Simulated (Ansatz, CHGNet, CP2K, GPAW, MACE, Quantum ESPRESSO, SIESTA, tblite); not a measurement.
# Running random packing of 55Li2O-45Nb2O5 (mol %) (96 atoms) with CP2K

How do the settings of CP2K change the result for random packing of 55Li2O-45Nb2O5 (mol %) (96 atoms)? A plane-wave run serves as the yardstick.

Main program and level: CP2K 2026.2; the method is named at each step.

**1. The starting structure**

The cell holds 96 atoms: 22 Li, 56 O and 18 Nb. Its edges and angles: a = 10.533 Å, b = 10.533 Å, c = 10.533 Å, α = 90.0°, β = 90.0°, γ = 90.0°. 96 atoms (22 Li, 56 O, 18 Nb) packed at random in a cube at 3.87 g/cm³ and pushed apart as soft spheres, cations and anions kept from their own kind; a start for melting by ab initio MD, not an equilibrated structure. Then every atom was moved at random, 0.05 Å r.m.s. a Cartesian component.

The yardstick, on the same geometry:

```
method                 : Kohn-Sham DFT, PBE, SSSP efficiency 1.3.0 pseudopotentials, plane waves (Quantum ESPRESSO 7.5); sssp-pbe-1.3.0-efficiency, cutoffs 60/480 Ry, Γ point
r.m.s. force component : 1.832 eV/Å
longest force          : 6.69 eV/Å
pressure               : -15.79 GPa
time                   : 18 min on 4 MPI ranks of Arm Neoverse V1, shared host
CPU time               : 73 min
```

**2. PBE, DZVP-UZH, 800/50 Ry, diagonalisation**

Method: Kohn-Sham DFT, PBE, GTH-PBE pseudopotentials, Gaussian and plane waves, DZVP-MOLOPT (UZH set), diagonalisation.

Contents of input.inp:

```
&GLOBAL
  PROJECT cell
  RUN_TYPE ENERGY_FORCE
  PRINT_LEVEL LOW
&END GLOBAL
&FORCE_EVAL
  METHOD QS
  STRESS_TENSOR ANALYTICAL
  &DFT
    BASIS_SET_FILE_NAME BASIS_MOLOPT_UZH
    POTENTIAL_FILE_NAME POTENTIAL_UZH
    &MGRID
      CUTOFF 800
      REL_CUTOFF 50
      NGRIDS 5
    &END MGRID
    &QS
      EPS_DEFAULT 1.0E-12
    &END QS
    &SCF
      SCF_GUESS ATOMIC
      EPS_SCF 1.0E-06
      MAX_SCF 200
      ADDED_MOS 14
      &DIAGONALIZATION
        ALGORITHM STANDARD
      &END DIAGONALIZATION
      &SMEAR ON
        METHOD FERMI_DIRAC
        ELECTRONIC_TEMPERATURE [K] 580
      &END SMEAR
      &MIXING
        METHOD BROYDEN_MIXING
        ALPHA 0.3
        NBROYDEN 8
      &END MIXING
      &PRINT
        &RESTART OFF
        &END RESTART
      &END PRINT
    &END SCF
    &XC
      &XC_FUNCTIONAL PBE
      &END XC_FUNCTIONAL
    &END XC
    &PRINT
      &MULLIKEN ON
      &END MULLIKEN
      &HIRSHFELD ON
        SHAPE_FUNCTION DENSITY
      &END HIRSHFELD
      &MO ON
        EIGENVALUES T
        OCCUPATION_NUMBERS T
        MO_INDEX_RANGE 307 330
        &EACH
          QS_SCF 0
        &END EACH
        ADD_LAST NUMERIC
      &END MO
    &END PRINT
  &END DFT
  &SUBSYS
    &CELL
      A 10.53340 0.00000 0.00000
      B 0.00000 10.53340 0.00000
      C 0.00000 0.00000 10.53340
    &END CELL
    &COORD
      SCALED
      Li 0.29112 0.50715 0.60161
      Li 0.77320 0.43560 0.17861
      Li 0.77041 0.01886 0.30748
      Li 0.13897 0.33542 0.51586
      Li 0.49573 0.92662 0.75200
      Li 0.62680 0.55657 0.35381
      Li 0.50655 0.67488 0.84680
      Li 0.54049 0.93207 0.51895
      Li 0.79782 0.74008 0.76631
      Li 0.31656 0.08651 0.72964
      Li 0.24645 0.73456 0.24521
      Li 0.64103 0.48375 0.97476
      Li 0.80420 0.14475 0.04797
      Li 0.19448 0.86777 0.78260
      Li 0.99301 0.45860 0.32105
      Li 0.08627 0.09154 0.49934
      Li 0.69931 0.29509 0.35303
      Li 0.43007 0.55626 0.18698
      Li 0.28637 0.11009 0.06537
      Li 0.08592 0.88660 0.33664
      Li 0.95960 0.06492 0.86819
      Li 0.97088 0.62395 0.47777
      O 0.02590 0.69454 0.15276
      O 0.49200 0.49094 0.88432
      O 0.35053 0.97370 0.85609
      O 0.92695 0.44055 0.78162
      O 0.37073 0.67284 0.98028
      O 0.55603 0.67318 0.23630
      O 0.12530 0.39415 0.81378
      O 0.94351 0.23275 0.29469
      O 0.75321 0.97935 0.01223
      O 0.85320 0.57861 0.08046
      O 0.45381 0.04229 0.62087
      O 0.18694 0.09109 0.32496
      O 0.15575 0.01036 0.67684
      O 0.51035 0.30275 0.00007
      O 0.69421 0.28638 0.88719
      O 0.31252 0.59574 0.36548
      O 0.05246 0.92034 0.11839
      O 0.47888 0.35074 0.42839
      O 0.70634 0.84166 0.54093
      O 0.97924 0.88185 0.85699
      O 0.50474 0.80623 0.38462
      O 0.60484 0.42971 0.23344
      O 0.92252 0.78481 0.37502
      O 0.08396 0.65056 0.67337
      O 0.20577 0.95280 0.47934
      O 0.61648 0.79446 0.78709
      O 0.50460 0.50601 0.58200
      O 0.85363 0.31264 0.01630
      O 0.82910 0.59723 0.87918
      O 0.57796 0.65844 0.02680
      O 0.02528 0.36187 0.16751
      O 0.82883 0.53114 0.32870
      O 0.35954 0.44867 0.04966
      O 0.33619 0.71325 0.54909
[... 36 atom lines left out ...]
      Nb 0.00026 0.47007 0.97444
      Nb 0.31928 0.86742 0.05288
      Nb 0.56921 0.86051 0.99379
      Nb 0.85940 0.18461 0.49618
    &END COORD
    &KIND Li
      BASIS_SET DZVP-MOLOPT-PBE-GTH-q3
      POTENTIAL GTH-PBE-q3
    &END KIND
    &KIND O
      BASIS_SET DZVP-MOLOPT-PBE-GTH-q6
      POTENTIAL GTH-PBE-q6
    &END KIND
    &KIND Nb
      BASIS_SET DZVP-MOLOPT-PBE-GTH-q13
      POTENTIAL GTH-PBE-q13
    &END KIND
  &END SUBSYS
  &PRINT
    &FORCES ON
    &END FORCES
    &STRESS_TENSOR ON
    &END STRESS_TENSOR
  &END PRINT
&END FORCE_EVAL
```

Command:

```
OMP_NUM_THREADS=1 mpirun -np 4 cp2k.psmp -i input.inp > output.txt
```

Numbers of over 12 decimals in the logs are rounded to 6 here.

What it wrote:

```text
CP2K| version string:                                       CP2K version 2026.2
 CP2K| Input file name                                                 input.inp
 GLOBAL| Basis set file name                                    BASIS_MOLOPT_UZH
 GLOBAL| Potential file name                                       POTENTIAL_UZH
 GLOBAL| Run type                                                   ENERGY_FORCE
 GLOBAL| Total number of message passing processes                             4
 GLOBAL| Number of threads for this process                                    1
 TOTAL NUMBERS AND MAXIMUM NUMBERS
  Total number of            - Atomic kinds:                                   3
                             - Atoms:                                         96
                             - Shell sets:                                    96
                             - Shells:                                       512
                             - Primitive Cartesian functions:                498
                             - Cartesian basis functions:                   1474
                             - Spherical basis functions:                   1328
  Maximum angular momentum of- Orbital basis functions:                        3
                             - Local part of the GTH pseudopotential:          6
                             - Non-local part of the GTH pseudopotential:      4
 SCF PARAMETERS         Density guess:                                    ATOMIC
                        max_scf:                                             200
                        eps_scf:                                        1.00E-06
                        added MOs                                        14    0
                        Mixing method:                            BROYDEN_MIXING
                                                charge density mixing in g-space
                        Smear method:                                FERMI_DIRAC
                        Electronic temperature [K]:                        580.0
                        Electronic temperature [a.u.]:                  1.84E-03
                        Accuracy threshold:                             1.00E-10
 Extrapolation method: initial_guess
 Number of electrons:                                                        636
 Number of occupied orbitals:                                                318
 Number of molecular orbitals:                                               332
 Number of orbital functions:                                               1328
 Number of independent orbital functions:                                   1328
 SCF WAVEFUNCTION OPTIMIZATION
  Step     Update method      Time    Convergence         Total energy    Change
     1 NoMix/Diag. 0.30E+00    5.8     0.83393535     -2082.0071913668 -2.08E+03
 *** the last MO => Add more MOs for proper smearing.                   ***
     2 Broy./Diag. 0.30E+00    7.8     2.36677318     -2024.7708251360  5.72E+01
 *** the last MO => Add more MOs for proper smearing.                   ***
     3 Broy./Diag. 0.30E+00    7.9     2.15257675     -2126.9870619628 -1.02E+02
 *** the last MO => Add more MOs for proper smearing.                   ***
     4 Broy./Diag. 0.30E+00    7.9     1.14083716     -2093.9855159726  3.30E+01
[...]
*** the last MO => Add more MOs for proper smearing.                   ***
    86 Broy./Diag. 0.30E+00    7.9     0.00000176     -2079.2363059087 -2.14E-07
 *** the last MO => Add more MOs for proper smearing.                   ***
    87 Broy./Diag. 0.30E+00    8.0     0.00000093     -2079.2363066309 -7.22E-07
  *** SCF run converged in    87 steps ***
  Electronic density on regular grids:       -636.0000000000        0.0000000000
  Core density on regular grids:              635.9999999996       -0.0000000004
  Total charge density on r-space grids:       -0.0000000004
  Total charge density g-space grids:          -0.0000000004
  Overlap energy of the core charge distribution:               5.512e-11
  Self energy of the core charge distribution:              -4323.732177
  Core Hamiltonian energy:                                   1074.775619
  Hartree energy:                                            1524.128802
  Exchange-correlation energy:                               -354.382949
  Electronic entropic energy:                                  -0.025601
  Fermi energy:                                                 0.182429
  Total energy:                                             -2079.236307
  Total energy (extrapolated to T->0):                      -2079.223506
 MO| EIGENVALUES AND OCCUPATION NUMBERS
 MO|
 MO|  Index      Eigenvalue [a.u.]        Eigenvalue [eV]             Occupation
 MO|    307               0.170895               4.650291               1.996259
 MO|    308               0.171451               4.665431               1.994939
 MO|    309               0.172794               4.701974               1.989514
[...]
MO|    329               0.191934               5.222799               0.011250
 MO|    330               0.193599               5.268103               0.004560
 MO| Sum:                                                             636.000000
 MO| E(Fermi):            0.182429 a.u.          4.964154 eV
 !-----------------------------------------------------------------------------!
                     Mulliken Population Analysis
 #  Atom  Element  Kind  Atomic population                           Net charge
       1     Li       1          2.208202                              0.791798
       2     Li       1          2.323357                              0.676643
       3     Li       1          2.417854                              0.582146
[...]
95     Nb       3         11.936321                              1.063679
      96     Nb       3         12.571617                              0.428383
 # Total charge                            636.000000                 -0.000000
 !-----------------------------------------------------------------------------!
 !-----------------------------------------------------------------------------!
                           Hirshfeld Charges
  #Atom  Element  Kind  Ref Charge     Population                    Net charge
      1       Li     1       3.000          2.869                         0.131
      2       Li     1       3.000          2.892                         0.108
      3       Li     1       3.000          2.927                         0.073
[...]
95       Nb     3      13.000         12.275                         0.725
     96       Nb     3      13.000         12.630                         0.370
  Total Charge                                                            0.000
 !-----------------------------------------------------------------------------!
 ENERGY| Total FORCE_EVAL ( QS ) energy [hartree]          -2079.236306
 FORCES| Atomic forces [hartree/bohr]
 FORCES|   Atom     x               y               z               |f|
 FORCES|      1  1.23009633E-02  1.71453869E-02 -3.99296328E-02   4.51625239E-02
 FORCES|      2  7.67975220E-03 -2.68480367E-03 -4.16048582E-03   9.13763683E-03
 FORCES|      3 -7.51834847E-03  2.66287279E-02 -1.27326298E-02   3.04587356E-02
[...]
FORCES|     95  1.27645560E-01  1.46447035E-02  2.16510274E-02   1.30294372E-01
 FORCES|     96  1.55443009E-02 -3.93531612E-02 -5.00770445E-02   6.55591868E-02
 FORCES| Sum     1.38622494E-03 -1.86542986E-03 -7.27878200E-04
 FORCES| Total atomic force                                       2.43541677E-03
 STRESS| Analytical stress tensor [bar]
 STRESS|                        x                   y                   z
 STRESS|      x       -1.23363610044E+05   2.06112931233E+04  -1.07020414669E+04
 STRESS|      y        2.06112931233E+04  -1.59118535639E+05   5.02841480845E+03
 STRESS|      z       -1.07020414669E+04   5.02841480845E+03  -1.54571344957E+05
 STRESS| 1/3 Trace                                            -1.45684496880E+05
```

Run time: 12 min. Hardware: 4 MPI ranks of Arm Neoverse V1, shared host; peak memory 6.1 GiB.

Banners, paths, timers and routine set-up lines are dropped from the logs unmarked, and long logs keep their key lines alone; longer cuts are marked.

Compared with the plane-wave run:

| Item | Value |
| --- | --- |
| r.m.s. force component | 1.824 eV/Å |
| r.m.s. difference of force components | 49.72 meV/Å |
| longest difference of force vectors | 158.4 meV/Å |
| force difference over r.m.s. force | 2.713 % |
| slope of forces against the reference's | 0.995 |
| correlation of force components | 0.9996 |
| pressure | -14.57 GPa |
| pressure difference | 1.225 GPa |

Length of the force difference by element (eV/Å):

```csv
element,atoms,mean,most
Li,22,0.080,0.16
Nb,18,0.097,0.16
O,56,0.073,0.15
```

The surroundings of Nb90, picked at random, nearest first, numbered as they follow in the input and with coordinates relative to it.

```csv
atom,x,y,z,distance (Å),bonds,Hirshfeld charge (e),Fx,Fy,Fz (eV/Å)
Nb90,0.00,0.00,0.00,0.00,5,0.65,-0.25,3.53,3.37
O53,-0.24,1.92,1.22,2.29,3,-0.19,-0.27,-0.31,-1.83
O60,1.38,1.81,-0.28,2.29,4,-0.22,-1.93,-1.87,-1.23
O75,1.28,-1.92,-0.77,2.43,3,-0.20,-0.30,1.17,2.74
Li21,-0.94,-1.21,-1.94,2.47,1,0.01,0.12,-3.32,0.30
O50,-2.05,1.40,-0.38,2.51,3,-0.23,3.80,-0.38,-0.69
Li13,-2.57,-0.37,-0.04,2.60,4,0.06,-1.54,-0.12,0.29
Li19,2.51,-0.73,0.14,2.62,2,0.08,1.08,0.55,0.73
O73,-1.75,-1.49,1.34,2.66,3,-0.17,2.09,0.42,-2.26
```

Forces lie 2.7 % from the reference's, at 0.65 times its CPU time; the SCF took 87 steps, which the time reflects.

**3. PBE, SZV-MOLOPT-SR, 800/50 Ry, diagonalisation**

Method: Kohn-Sham DFT, PBE, GTH-PBE pseudopotentials, Gaussian and plane waves, SZV-MOLOPT-SR-GTH, diagonalisation.

Edit input.inp of step 2 so:

```diff
@@ -9,4 +9,4 @@
   &DFT
-    BASIS_SET_FILE_NAME BASIS_MOLOPT_UZH
-    POTENTIAL_FILE_NAME POTENTIAL_UZH
+    BASIS_SET_FILE_NAME BASIS_MOLOPT
+    POTENTIAL_FILE_NAME GTH_POTENTIALS
     &MGRID
@@ -69,7 +69,30 @@
     &COORD
-      SCALED
-[... 96 atom lines left out: the same atoms as in the first run ...]
+      Li 3.06648 5.34201 6.33700
+      Li 8.14442 4.58835 1.88137
+      Li 8.11504 0.19866 3.23881
+      Li 1.46383 3.53311 5.43376
+      Li 5.22172 9.76046 7.92112
+      Li 6.60234 5.86257 3.72682
+      Li 5.33569 7.10878 8.91968
+      Li 5.69320 9.81787 5.46631
+      Li 8.40376 7.79556 8.07185
+      Li 3.33445 0.91124 7.68559
+      Li 2.59596 7.73741 2.58290
+      Li 6.75223 5.09553 10.26754
+      Li 8.47096 1.52471 0.50529
+      Li 2.04854 9.14057 8.24344
+      Li 10.45977 4.83062 3.38175
+      Li 0.90872 0.96423 5.25975
+      Li 7.36611 3.10830 3.71861
+      Li 4.53010 5.85931 1.96954
+      Li 3.01645 1.15962 0.68857
+      Li 0.90503 9.33891 3.54596
+[... 72 atom lines left out ...]
+      Nb 0.00274 4.95144 10.26417
+      Nb 3.36310 9.13688 0.55701
+      Nb 5.99572 9.06410 10.46799
+      Nb 9.05240 1.94457 5.22646
     &END COORD
     &KIND Li
-      BASIS_SET DZVP-MOLOPT-PBE-GTH-q3
+      BASIS_SET SZV-MOLOPT-SR-GTH-q3
       POTENTIAL GTH-PBE-q3
@@ -77,3 +100,3 @@
     &KIND O
-      BASIS_SET DZVP-MOLOPT-PBE-GTH-q6
+      BASIS_SET SZV-MOLOPT-SR-GTH-q6
       POTENTIAL GTH-PBE-q6
@@ -81,3 +104,3 @@
     &KIND Nb
-      BASIS_SET DZVP-MOLOPT-PBE-GTH-q13
+      BASIS_SET SZV-MOLOPT-SR-GTH-q13
       POTENTIAL GTH-PBE-q13
```

Command:

```
OMP_NUM_THREADS=2 cp2k.psmp -i input.inp > output.txt
```

What it wrote:

```text
CP2K| version string:                                       CP2K version 2026.2
 CP2K| Input file name                                                 input.inp
 GLOBAL| Basis set file name                                        BASIS_MOLOPT
 GLOBAL| Potential file name                                      GTH_POTENTIALS
 GLOBAL| Run type                                                   ENERGY_FORCE
 GLOBAL| Total number of message passing processes                             1
 GLOBAL| Number of threads for this process                                    2
 TOTAL NUMBERS AND MAXIMUM NUMBERS
  Total number of            - Atomic kinds:                                   3
                             - Atoms:                                         96
[... lines left out ...]
                        Smear method:                                FERMI_DIRAC
[... lines left out ...]
 Number of electrons:                                                        636
[... lines left out ...]
  Step     Update method      Time    Convergence         Total energy    Change
[... lines left out ...]
  *** SCF run converged in    69 steps ***
[... lines left out ...]
  Fermi energy:                                                 0.243566
  Total energy:                                             -2084.661997
  Total energy (extrapolated to T->0):                      -2084.649838
[... lines left out ...]
 MO| E(Fermi):            0.243566 a.u.          6.627766 eV
[... lines left out ...]
 !-----------------------------------------------------------------------------!
 !-----------------------------------------------------------------------------!
                           Hirshfeld Charges
  #Atom  Element  Kind  Ref Charge     Population                    Net charge
      1       Li     1       3.000          2.765                         0.235
      2       Li     1       3.000          2.773                         0.227
      3       Li     1       3.000          2.804                         0.196
[...]
95       Nb     3      13.000         12.328                         0.672
     96       Nb     3      13.000         12.726                         0.274
  Total Charge                                                            0.001
 !-----------------------------------------------------------------------------!
 ENERGY| Total FORCE_EVAL ( QS ) energy [hartree]          -2084.661997
 FORCES| Atomic forces [hartree/bohr]
 FORCES|   Atom     x               y               z               |f|
 FORCES|      1  1.22077461E-02  1.91135628E-02 -3.98930461E-02   4.58891324E-02
 FORCES|      2  1.40052862E-02 -3.31840059E-03 -1.27697792E-02   1.92412860E-02
 FORCES|      3 -6.19559182E-03  2.05122099E-02 -7.52137517E-03   2.27091875E-02
[...]
FORCES|     95  1.11638731E-01  2.30606543E-02  2.01008918E-02   1.15754248E-01
 FORCES|     96  3.70944633E-03 -3.31845721E-02 -3.36278339E-02   4.73899465E-02
 FORCES| Sum     1.19320424E-03 -2.35848612E-03 -8.67550666E-04
 FORCES| Total atomic force                                       2.78187658E-03
 STRESS| Analytical stress tensor [bar]
 STRESS|                        x                   y                   z
 STRESS|      x       -6.88067575969E+04   2.15804910354E+04  -1.23350334562E+04
 STRESS|      y        2.15804910354E+04  -1.00506969836E+05   4.99182804103E+03
 STRESS|      z       -1.23350334562E+04   4.99182804103E+03  -9.48012934506E+04
 STRESS| 1/3 Trace                                            -8.80383402944E+04
```

The job ended after 11 min (2 threads; peak memory 4.1 GiB).

Against the reference:

```
r.m.s. force component                  : 1.664 eV/Å
r.m.s. difference of force components   : 340.1 meV/Å
longest difference of force vectors     : 1854 meV/Å
force difference over r.m.s. force      : 18.56 %
slope of forces against the reference's : 0.8949
correlation of force components         : 0.9857
pressure                                : -8.804 GPa
pressure difference                     : 6.989 GPa
```

This is a coarse setting, run to see what it loses.

Against the first run (2.7 %), the force difference from the reference is 19 %, at 0.42 times the CPU time (on 2 against 4 cores), with 448 basis functions against 1328; this set comes with other potentials too, so the change isn't the basis's alone.

(Part 1 of 2 ends here.)

[Also dropped from logs without a mark: logging warnings of Python, and SIESTA's first energy breakdown and zero terms.]

[Logs are printed without paths, hosts, clocks, repeated set-up lines and the standing remarks that a program may print on its own settings, such as how far it seeks lower states.]

[Hosts, paths, dates, database ids (printed as entryN), source tags and the programs' standing remarks are cut or masked in the printed files.]
